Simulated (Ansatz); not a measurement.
# NaSnF3 (model cell, started as cubic perovskite with Sn in the octahedra): from the cell to its phonons, part 3 of 3

How does NaSnF3 (model cell, started as cubic perovskite with Sn in the octahedra) vibrate, and is this structure a minimum?

Ansatz 0.2.0; DFT LDA, scalar-relativistic, plane waves, PAW; PAW set soft_1.

So far. Step 6 (Relaxing to small forces for the phonons, k-mesh …): The forces vanish by symmetry and the pressure is -0.007 GPa, within the tolerances set. The cell now holds 18.84 Å³/atom. Step 7 (Linear response at the zone centre): Before it was imposed, the acoustic sum rule was missed by 2.0e-4 eV/Å² and the charge sum rule by 2.3e-4 e. Small misses are needed for a sound result but don't prove that mesh and cutoff are converged. The relaxed cell has a = 4.550 Å (conventional setting).

The structure was built from a prototype and need not be the compound's stable phase.

## (8) Response at finite wavevector

Stability and thermal properties need the whole zone. Linear response on a 2×2×2 q mesh gives force constants as far as a supercell of that size would, and the tensors from the zone-centre run are typed in so that the long-range dipole term is interpolated apart.

File input.yaml:

```yaml
crystal:
  lattice:
    - [4.549909941, 0.0, 0.0]
    - [0.0, 4.549909941, 0.0]
    - [0.0, 0.0, 4.549909941]
  atoms:
    - { symbol: Na, position: [0.0, 0.0, 0.0] }
    - { symbol: Sn, position: [0.5, 0.5, 0.5] }
    - { symbol: F, position: [0.5, 0.5, 0.0] }
    - { symbol: F, position: [0.5, 0.0, 0.5] }
    - { symbol: F, position: [0.0, 0.5, 0.5] }
kpoints:
  mp_grid: { grid: [12, 12, 12] }
hamiltonian:
  xc: lda
  pseudopotentials: { kind: paw, azcp: { folder: soft_1 }, xc_functional: pbe }
scf:
  occupations: { method: fixed }
output:
  eigenvalues: true
phonons:
  method: dfpt
  qmesh: [2, 2, 2]
  temperatures: { t_max: 1000, t_step: 50 }
  qpath:
    path:
      - [[0.0, 0.0, 0.0], [0.0, 0.5, 0.0], [0.5, 0.5, 0.0], [0.0, 0.0, 0.0], [0.5, 0.5, 0.5], [0.0, 0.5, 0.0]]
      - [[0.5, 0.5, 0.5], [0.5, 0.5, 0.0]]
    npoints: 10
  non_analytic_term:
    high_frequency_dielectric_tensor: [[4.0829, 0.0, 0.0], [0.0, 4.0829, 0.0], [0.0, 0.0, 4.0829]]
    born_effective_charges:
      - { species: Na, tensor: [[1.2732, 0.0, 0.0], [0.0, 1.2732, 0.0], [0.0, 0.0, 1.2732]] }
      - { species: Sn, tensor: [[3.4305, 0.0, 0.0], [0.0, 3.4305, 0.0], [0.0, 0.0, 3.4305]] }
      - { species: F, tensor: [[-0.2891, 0.0, 0.0], [0.0, -0.2891, 0.0], [0.0, 0.0, -4.1255]] }
      - { species: F, tensor: [[-0.2891, 0.0, 0.0], [0.0, -4.1255, 0.0], [0.0, 0.0, -0.2891]] }
      - { species: F, tensor: [[-4.1255, 0.0, 0.0], [0.0, -0.2891, 0.0], [0.0, 0.0, -0.2891]] }
    source: "zone-centre run at this cell"
```

Run with:

```sh
ansatz run input.yaml --threads 4 --pin off --max-ram 16384MiB --backend cpu --events-out ev --progress --plain --runs-dir out
```

Numbers of over 12 decimals in the logs are rounded to 6 here.

The program printed:

```text
[...]
Crystal: 5 atoms, lattice volume = 94.191 Å³
Basis set: ecut = 420 eV, 1839 PW (Γ), exchange–correlation on 64×64×64 points (8 copies of the dense FFT grid, shifted against one another)
Bands: 27, of which v1, the nominal top of the filled ones, is band 22 counted from 1 (21 counted from 0)
Symmetry: 48 space group operations
k-points: 84 of 1728
[...]
SCF iter   1: F=—  HF=-9734.843057 eV  |F-HF|=—  |Δ(HF+E_count)|=         —  Δρ=1.44e-1  dr2=1.59e1  ethr=3.10e-3  ⟨swp⟩=4.3  Hψ=9029  notcnv=0  defer=224
[...]
SCF iter  13: F=-9729.800172 eV  HF=-9729.800172 eV  |F-HF|=0.00e0  |Δ(HF+E_count)|=  5.82e-11  Δρ=5.03e-8  dr2=1.61e-12  ethr=1.00e-12  ⟨swp⟩=13.0  Hψ=13231  notcnv=0
SCF 1 converged in 13 iterations: F = -9729.800172 eV  dr2 = 1.61e-12
[...]
NSCF: frozen V_eff on 84 k-points
[...]
DFPT response loops at q = (0, 0, 0) (fractional): preconditioner auto → none (the input reference at scf.mixing.eps_inf says where Resta's filter doesn't serve); β = 0.50; Broyden in place of MSR1
[...]
SCF converged after 13 iterations
Free energy (F): -9729.800172 eV
[...]
Internal energy: -9729.800172 eV  (E = F + TS)
E sigma→0 (E₀):  -9729.800172 eV
Fermi energy:    5.735087 eV
[...]
--- Band table (eV; the first three rows and the last of 84) ---
  k-point 0: bands = [... 18 lower, -0.3025, -0.3025, -0.3025, -0.0703, 6.1678, 10.3164, 10.3164, 10.3164, ... 1 higher]
  k-point 1: bands = [... 18 lower, -0.3087, -0.3069, -0.3069, 0.2783, 6.2146, 10.0334, 10.3186, 10.3186, ... 1 higher]
  k-point 2: bands = [... 18 lower, -0.3250, -0.3155, -0.3155, 0.8530, 6.3362, 9.5246, 10.3254, 10.3254, ... 1 higher]
  k-point 83: bands = [... 18 lower, 0.0624, 0.0624, 0.0624, 5.7351, 7.2550, 7.2550, 7.2550, 8.1187, ... 1 higher]
--- Phonons (Γ-DFPT): 4 representative perturbations + reference (Σ response iterations 12) ---
  ASR residual: 4.542e-5 → 0.000e0 eV/Å²; symmetrization residual: 5.996e-6 eV/Å²
  ASR residual per site (eV/Å²): 4.54e-5 1.80e-5 2.79e-5 2.79e-5 2.79e-5
[...]
--- Phonons (arbitrary-q DFPT): 4 irreducible q on the 2×2×2 mesh ---
  q = [0.0000, 0.0000, 0.0000] (star 1, of the zone-centre solve; hermiticity 3.00e-6, symmetrization 3.71e-12): -192.85 -192.85 -192.85 -99.82 -99.82 -99.82 -95.00 -95.00 -95.00 -0.00 -0.00 0.00 155.83 155.83 155.83
  q = [0.0000, 0.0000, -0.5000] (star 3, 9 solved perturbations in 2646 linear systems a pass and spin channel, the states on 343 of 1728 k-point pairs; hermiticity 5.34e-7, symmetrization 2.68e-8): -164.33 -164.33 -124.55 -124.55 -94.54 -85.15 -54.85 -54.85 45.03 45.03 81.23 134.17 134.17 190.41 394.59
[...]
sum rule: each row above includes the acoustic sum rule's correction from the zone centre's row sums; it moved no ω² by more than (0.73 cm⁻¹)²
  mesh force constants: q→R imaginary residual 7.94e-18; ASR residual 4.542e-5 → 0.000e0 eV/Å²; symmetrization residual 7.105e-15 eV/Å²
  interpolated dispersion: 63 rows × 15 modes
  density of states and harmonic sums: on the 14×14×14 q-mesh, interpolated from the force constants of a 2×2×2 supercell (with the dipole–dipole term of supplied tensors)
  largest difference from the sums on the solved wave vectors: F 1.68e-1 eV, S 2.45e-4 and C_V 7.75e-5 eV/K
  zero-point energy: 0.082040 eV/cell   skipped modes (ω ≤ 0): 846, of them read as no rigid motion or as one in doubt: 843 (6.974e0 modes/cell left out, lowest -192.85 cm⁻¹)   left out of the sums: 4.65e-1 of the cell's modes: C_V's classical limit lies that fraction below 3 k_B per atom; for a crystal, a wire or a layer, F and S can be off by more, and a phonons.interpolated_qmesh denser along its periods is the remedy for the sampling
```

The job ended after 6.3 min (4 threads of Arm Neoverse V2, shared host; peak memory 2.1 GiB).

Numbers from this step:

- sum-rule residual before enforcement: 4.54e-5 eV/Å²
- lowest frequency on the path: -192.9 cm⁻¹
- highest frequency on the path or at a solved wavevector: 394.6 cm⁻¹
- lowest mode on the q mesh (acoustic modes at Γ apart): -192.8 cm⁻¹

Frequencies (cm⁻¹) solved at each irreducible wavevector; negative means imaginary. Frequencies by wavevector, by row:

| q in reciprocal lattice units | star | mode 1 | mode 2 | mode 3 | mode 4 | mode 13 | mode 14 | mode 15 |
| --- | --- | --- | --- | --- | --- | --- | --- | --- |
| 0 0 0 | 1 | -192.8 | -192.8 | -192.8 | -99.8 | 155.8 | 155.8 | 155.8 |
| 0 0 -0.5 | 3 | -164.3 | -164.3 | -124.5 | -124.5 | 134.2 | 190.4 | 394.6 |
| 0 -0.5 -0.5 | 3 | -137.8 | -137.8 | -127.2 | -115.3 | 190.6 | 336.3 | 391.3 |
| -0.5 -0.5 -0.5 | 1 | -132.6 | -132.6 | -132.6 | -127.6 | 336.1 | 336.1 | 377.6 |

Interpolated from a 2×2×2 q mesh, with the LO-TO term (at Γ the limit along the path; where Γ stands inside the path, tables give the limit on arrival). Phonon branches along the path, in cm⁻¹:

| point | branch 1 | branch 2 | branch 3 | branch 4 | branch 12 | branch 13 | branch 14 | branch 15 |
| --- | --- | --- | --- | --- | --- | --- | --- | --- |
| Γ | -193 | -193 | -178 | -100 | 80 | 156 | 156 | 375 |
| halfway | -181 | -181 | -137 | -109 | 136 | 148 | 148 | 385 |
| X | -164 | -164 | -125 | -125 | 134 | 134 | 190 | 395 |
| halfway | -146 | -135 | -126 | -114 | 143 | 190 | 250 | 387 |
| M | -138 | -138 | -127 | -115 | 191 | 191 | 336 | 391 |
| halfway | -167 | -149 | -110 | -110 | 140 | 148 | 222 | 366 |
| Γ | -193 | -193 | -178 | -100 | 80 | 156 | 156 | 375 |
| halfway | -141 | -141 | -116 | -106 | 144 | 226 | 226 | 350 |
| R | -132 | -132 | -132 | -128 | 167 | 336 | 336 | 378 |
| halfway | -131 | -127 | -123 | -121 | 186 | 230 | 260 | 378 |
| X | -164 | -164 | -125 | -125 | 134 | 134 | 190 | 395 |
| jump to R | -132 | -132 | -132 | -128 | 167 | 336 | 336 | 378 |
| halfway | -134 | -134 | -127 | -116 | 183 | 239 | 336 | 381 |
| M | -138 | -138 | -127 | -115 | 191 | 191 | 336 | 391 |

The phonon density of states has structure finer than the step of the table below, so its rows give means over 20 cm⁻¹, whole bins alone (the curve runs from -192 to 398 cm⁻¹). Peaks (cm⁻¹: height): -132.5: 0.0984, -122.5: 0.127, 72.5: 0.0470, 177.5: 0.0492, 372.5: 0.0409.

Tetrahedra on a 14×14×14 mesh, mean over bins of 5 cm-1. Interpolated from a 2×2×2 q mesh. Phonon density of states against wavenumber; means over each step:

| wavenumber (cm⁻¹) | phonon density of states (1/cm⁻¹/cell) |
| --- | --- |
| -180 | 0.00808 |
| -160 | 0.0218 |
| -140 | 0.0660 |
| -120 | 0.106 |
| -100 | 0.0687 |
| -80 | 0.0334 |
| -60 | 0.0239 |
| -40 | 0.00965 |
| -20 | 0.00626 |
| 0 | 0.00911 |
| 20 | 0.0142 |
| 40 | 0.0238 |
| 60 | 0.0303 |
| 80 | 0.0365 |
| 100 | 0.0290 |
| 120 | 0.0317 |
| 140 | 0.0392 |
| 160 | 0.0413 |
| 180 | 0.0453 |
| 200 | 0.0129 |
| 220 | 0.00761 |
| 240 | 0.00645 |
| 260 | 0.00642 |
| 280 | 0.00655 |
| 300 | 0.00653 |
| 320 | 0.00730 |
| 340 | 0.00218 |
| 360 | 0.0138 |
| 380 | 0.0332 |

The partial phonon density of states has structure finer than the step of the table below, so its rows give means over 20 cm⁻¹, whole bins alone (the curve runs from -203 to 416 cm⁻¹). Peaks (cm⁻¹: height): F -121.1: 0.0873, 85.2: 0.0222, 229.3: 0.0132, 283.8: 0.0147, 377.2: 0.0347; Na -132.8: 0.0301, 65.8: 0.0130; Sn 34.6: 0.00919, 85.2: 0.0255, 131.9: 0.0324, 159.2: 0.0314, 178.7: 0.0370.

Phonopy on the run's constants, 13x13x13 mesh, Gaussian sigma 4.4 cm-1. Interpolated from a 2×2×2 q mesh. Partial phonon density of states against wavenumber; means over each step; values in 1/cm⁻¹/cell:

| wavenumber (cm⁻¹) | F | Na | Sn |
| --- | --- | --- | --- |
| -180 | 0.00776 | 8.3e-4 | 3.2e-5 |
| -160 | 0.0185 | 0.00287 | 1.2e-4 |
| -140 | 0.0463 | 0.0191 | 2.2e-4 |
| -120 | 0.0792 | 0.0254 | 5.7e-4 |
| -100 | 0.0515 | 0.0177 | 8.7e-4 |
| -80 | 0.0184 | 0.0129 | 0.00170 |
| -60 | 0.0120 | 0.00948 | 0.00304 |
| -40 | 0.00654 | 0.00397 | 0.00220 |
| -20 | 0.00287 | 0.00159 | 0.00104 |
| 0 | 0.00249 | 0.00107 | 0.00201 |
| 20 | 0.00485 | 0.00288 | 0.00414 |
| 40 | 0.0100 | 0.00921 | 0.00692 |
| 60 | 0.0106 | 0.0124 | 0.00450 |
| 80 | 0.0175 | 0.00888 | 0.0163 |
| 100 | 0.0147 | 0.00524 | 0.00504 |
| 120 | 0.0126 | 0.00421 | 0.0141 |
| 140 | 0.0147 | 0.00366 | 0.0214 |
| 160 | 0.0123 | 0.00313 | 0.0254 |
| 180 | 0.0129 | 0.00386 | 0.0317 |
| 200 | 0.00366 | 6.2e-4 | 0.00547 |
| 220 | 0.00780 | 7.3e-5 | 4.2e-4 |
| 240 | 0.00779 | 1.3e-4 | 4.7e-4 |
| 260 | 0.00272 | 1.1e-5 | 3.2e-5 |
| 280 | 0.00995 | 2.3e-5 | 9.1e-5 |
| 300 | 0.00358 | 6.2e-6 | 2.2e-5 |
| 320 | 0.00828 | 0 | 5.9e-6 |
| 340 | 0.00305 | 1.0e-5 | 3.6e-5 |
| 360 | 0.0131 | 2.9e-4 | 9.4e-4 |
| 380 | 0.0297 | 4.1e-4 | 9.9e-4 |
| 400 | 0.00400 | 5.7e-5 | 5.7e-5 |

Symmetry leaves 4 wavevectors to solve. The lowest mode among them, the acoustic zeros apart, lies at Γ and is imaginary, 192.8i cm⁻¹, so the energy falls along it.

## (9) Results

```json
{
 "space group after relaxation (within 0.01 Å)": "Pm-3m",
 "volume per atom": "18.8 Å³",
 "gap on the k-mesh": "0.433 eV",
 "highest optical mode at the zone centre (no LO-TO term)": "156 cm⁻¹",
 "top of the zone-centre spectrum with the field": "375 cm⁻¹",
 "lowest optical zone-centre mode": "-193 cm⁻¹",
 "mean high-frequency dielectric constant": "4.08",
 "largest Born charge (third of the trace)": "3.43 e",
 "lowest mode on the q mesh (acoustic modes at Γ apart)": "-193 cm⁻¹",
 "highest frequency on the path or at a solved wavevector": "395 cm⁻¹",
 "imaginary modes on the 2×2×2 q mesh": "yes"
}
```

In words: Modes are clearly imaginary (beyond 10i cm⁻¹) at 4 of the 4 irreducible wavevectors, most at Γ (192.8i cm⁻¹), so this structure is not a minimum of the energy. Without the field, the optical modes at Γ span -193 to 156 cm⁻¹ (negative means imaginary). With the macroscopic field of the longitudinal modes the top of the zone-centre spectrum lies at 375 cm⁻¹, against 156 cm⁻¹ without it. Among the real modes, the strongest infrared line is at 156 cm⁻¹. Spin-orbit coupling is left out, which can matter for the heavy elements here. The PAW files were made for PBE and serve the other functionals too. The starting cell was built on a prototype and not taken from a measurement, so the phase need not exist. These are harmonic frequencies at zero temperature: anharmonic shifts, linewidths and thermal expansion are left out.

[Logs are printed without paths, hosts, clocks, repeated set-up lines and the standing remarks that a program may print on its own settings, such as how far it seeks lower states.]

[Hosts, paths, dates, database ids (printed as entryN), source tags and the programs' standing remarks are cut or masked in the printed files.]
